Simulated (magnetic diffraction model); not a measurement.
**Solving a magnetic structure from powder neutron data: Pr3ScS6**

Space group P2_1/m (no. 11), a = 11.2760 Å, b = 4.0450 Å, c = 11.3420 Å, β = 109.08°.

```csv
site,atom,x,y,z
2e,Pr,0.4112,3/4,0.3434
2e,Pr,0.6635,3/4,0.0537
2e,Pr,0.0045,3/4,0.8206
2e,Sc,0.8022,3/4,0.4470
2e,S,0.0354,3/4,0.3831
2e,S,0.2348,3/4,0.7702
2e,S,0.4087,3/4,0.5810
2e,S,0.4409,3/4,0.1025
2e,S,0.7519,3/4,0.6969
2e,S,0.8872,3/4,0.0167
```

This is a made-up structure (elements placed in a structure type, unrelaxed), so the numbers test the method and describe no known phase.

Only Pr is taken to order (form factors of Pr3+); orders and moment sizes are assumed, and not adapted to the symmetry. Radiation: neutrons of λ = 2.0775 Å, 3° to 40°; isotropic B of 0.28 Å² (Pr), 0.4 Å² (Sc) and 0.52 Å² (S). Simulated constant-wavelength pattern: nuclear and magnetic terms add, the magnetic one as |2.695 fm × Σ f S⊥ exp(2πi Q·r) exp(−B s²)|², summed over all Q at one angle with the factor 1/(sin²θ cos θ). For a modulated order the moment at position r is S exp(−2πi k·r) + c.c., with S = m/2 for a sine wave of amplitude m and S = m(u + iv)/2 for moments turning in a plane, u and v being orthogonal unit vectors in it; the phase factor of the sum at Q = H + k is then exp(2πi H·r). Free-ion form factors, Sears's scattering lengths of 1992, no absorption; a label names one of the reflections at its angle. The strongest nuclear line in the range is 100, and lines under 0.2 are left out.

Above the ordering temperature:

| 2θ (°) | index | I |
| --- | --- | --- |
| 11.12 | (0 0 1) | 100.0 |
| 11.19 | (1 0 0) | 9.7 |
| 12.95 | (1 0 -1) | 29.5 |
| 18.22 | (1 0 1) | 1.2 |
| 21.48 | (1 0 -2) | 0.6 |
| 21.58 | (2 0 -1) | 4.4 |
| 22.35 | (0 0 2) | 32.1 |
| 22.48 | (2 0 0) | 8.6 |
| 26.07 | (2 0 -2) | 0.6 |
| 28.22 | (1 0 2) | 0.4 |
| 28.30 | (2 0 1) | 39.2 |
| 31.86 | (0 1 1) | 2.0 |
| 31.89 | (1 1 0) | 55.1 |
| 31.90 | (1 0 -3) | 74.6 |
| 32.09 | (3 0 -1) | 63.5 |
| 32.58 | (1 1 -1) | 38.8 |
| 34.01 | (3 0 0) | 0.5 |
| 34.11 | (3 0 -2) | 25.3 |
| 35.12 | (1 1 1) | 0.4 |
| 36.92 | (2 0 2) | 18.4 |
| 37.00 | (1 1 -2) | 3.9 |
| 37.06 | (2 1 -1) | 24.1 |
(The table stops after 22 lines; 6 more lie at higher angle.)

Below it (cell unchanged):

| 2θ (°) | I |
| --- | --- |
| 11.12 | 100.0 |
| 11.19 | 9.7 |
| 12.95 | 29.5 |
| 14.86 | 1.2 |
| 14.91 | 1.6 |
| 16.28 | 6.9 |
| 18.22 | 1.2 |
| 19.71 | 64.3 |
| 20.74 | 65.1 |
| 21.48 | 0.6 |
| 21.58 | 4.4 |
| 22.35 | 32.1 |
| 22.48 | 8.6 |
| 22.69 | 6.3 |
| 22.72 | 1.3 |
| 23.66 | 2.5 |
| 23.66 | 1.9 |
| 23.76 | 24.0 |
| 24.46 | 6.2 |
| 26.07 | 0.6 |
| 26.97 | 0.5 |
| 27.92 | 24.1 |
| 28.22 | 0.4 |
| 28.30 | 39.2 |
| 29.31 | 14.1 |
| 29.39 | 2.6 |
| 29.94 | 4.9 |
| 29.97 | 0.2 |
| 30.02 | 1.5 |
| 30.07 | 4.1 |
| 31.86 | 2.0 |
| 31.89 | 55.1 |
| 31.90 | 74.6 |
| 32.09 | 63.5 |
| 32.58 | 38.8 |
| 33.45 | 0.4 |
(The table stops after 36 lines; 22 more lie at higher angle.)

**Question.** Find the propagation vector, then choose among these models:
A. moments turning in the plane of [100] and [001], 2 μB on Pr; signs + at (0.4112, 3/4, 0.3434), − at (0.5888, 1/4, 0.6566), + at (0.6635, 3/4, 0.0537), − at (0.3365, 1/4, 0.9463), + at (0.0045, 3/4, 0.8206), − at (0.9955, 1/4, 0.1794)
B. a sine wave with moments along [100] (amplitudes given), 2 μB on Pr; signs + at (0.4112, 3/4, 0.3434), − at (0.5888, 1/4, 0.6566), + at (0.6635, 3/4, 0.0537), − at (0.3365, 1/4, 0.9463), + at (0.0045, 3/4, 0.8206), − at (0.9955, 1/4, 0.1794)
C. a sine wave with moments along [010] (amplitudes given), 2 μB on Pr; signs + at (0.4112, 3/4, 0.3434), − at (0.5888, 1/4, 0.6566), + at (0.6635, 3/4, 0.0537), − at (0.3365, 1/4, 0.9463), + at (0.0045, 3/4, 0.8206), − at (0.9955, 1/4, 0.1794)
D. moments turning in the plane of [100] and [010], 2 μB on Pr; signs + at (0.4112, 3/4, 0.3434), − at (0.5888, 1/4, 0.6566), + at (0.6635, 3/4, 0.0537), − at (0.3365, 1/4, 0.9463), + at (0.0045, 3/4, 0.8206), − at (0.9955, 1/4, 0.1794)

The new lines index as (0 1/3 1) at 14.86°, (1 1/3 0) at 14.91°, (1 1/3 -1) at 16.28° and (0 2/3 0) at 19.71°, that is as H ± k with k = (0 1/3 0). Satellites come in pairs about each point of the reciprocal lattice.

Magnetic intensity, observed (below minus above) and for each model:

| 2θ (°) | index | observed | A | B | C | D |
| --- | --- | --- | --- | --- | --- | --- |
| 19.71 | (0 2/3 0) | 64.3 | 64.3 | 32.2 | <0.2 | 32.2 |
| 20.74 | (1 1/3 1) | 65.1 | 65.1 | 39.2 | 41.1 | 80.2 |
| 23.76 | (2 1/3 -1) | 24.0 | 24.0 | 4.1 | 16.9 | 21.0 |
| 27.92 | (2 1/3 -2) | 24.1 | 24.1 | 8.9 | 18.7 | 27.6 |
| 29.31 | (1 2/3 -2) | 14.1 | 14.1 | 8.4 | 5.2 | 13.7 |
| 37.78 | (1 2/3 -3) | 17.2 | 17.2 | 12.4 | 9.7 | 22.1 |
| 37.94 | (3 2/3 -1) | 9.8 | 9.8 | 2.1 | 5.5 | 7.7 |
| 39.61 | (3 2/3 0) | 9.2 | 9.2 | 2.5 | 5.5 | 7.9 |

Model A matches.

The structure used: k = (0 1/3 0), moments turning in the plane of [100] and [001], 2 μB on Pr; signs + at (0.4112, 3/4, 0.3434), − at (0.5888, 1/4, 0.6566), + at (0.6635, 3/4, 0.0537), − at (0.3365, 1/4, 0.9463), + at (0.0045, 3/4, 0.8206), − at (0.9955, 1/4, 0.1794).

[Logs are printed without paths, hosts, clocks, repeated set-up lines and the standing remarks that a program may print on its own settings, such as how far it seeks lower states.]
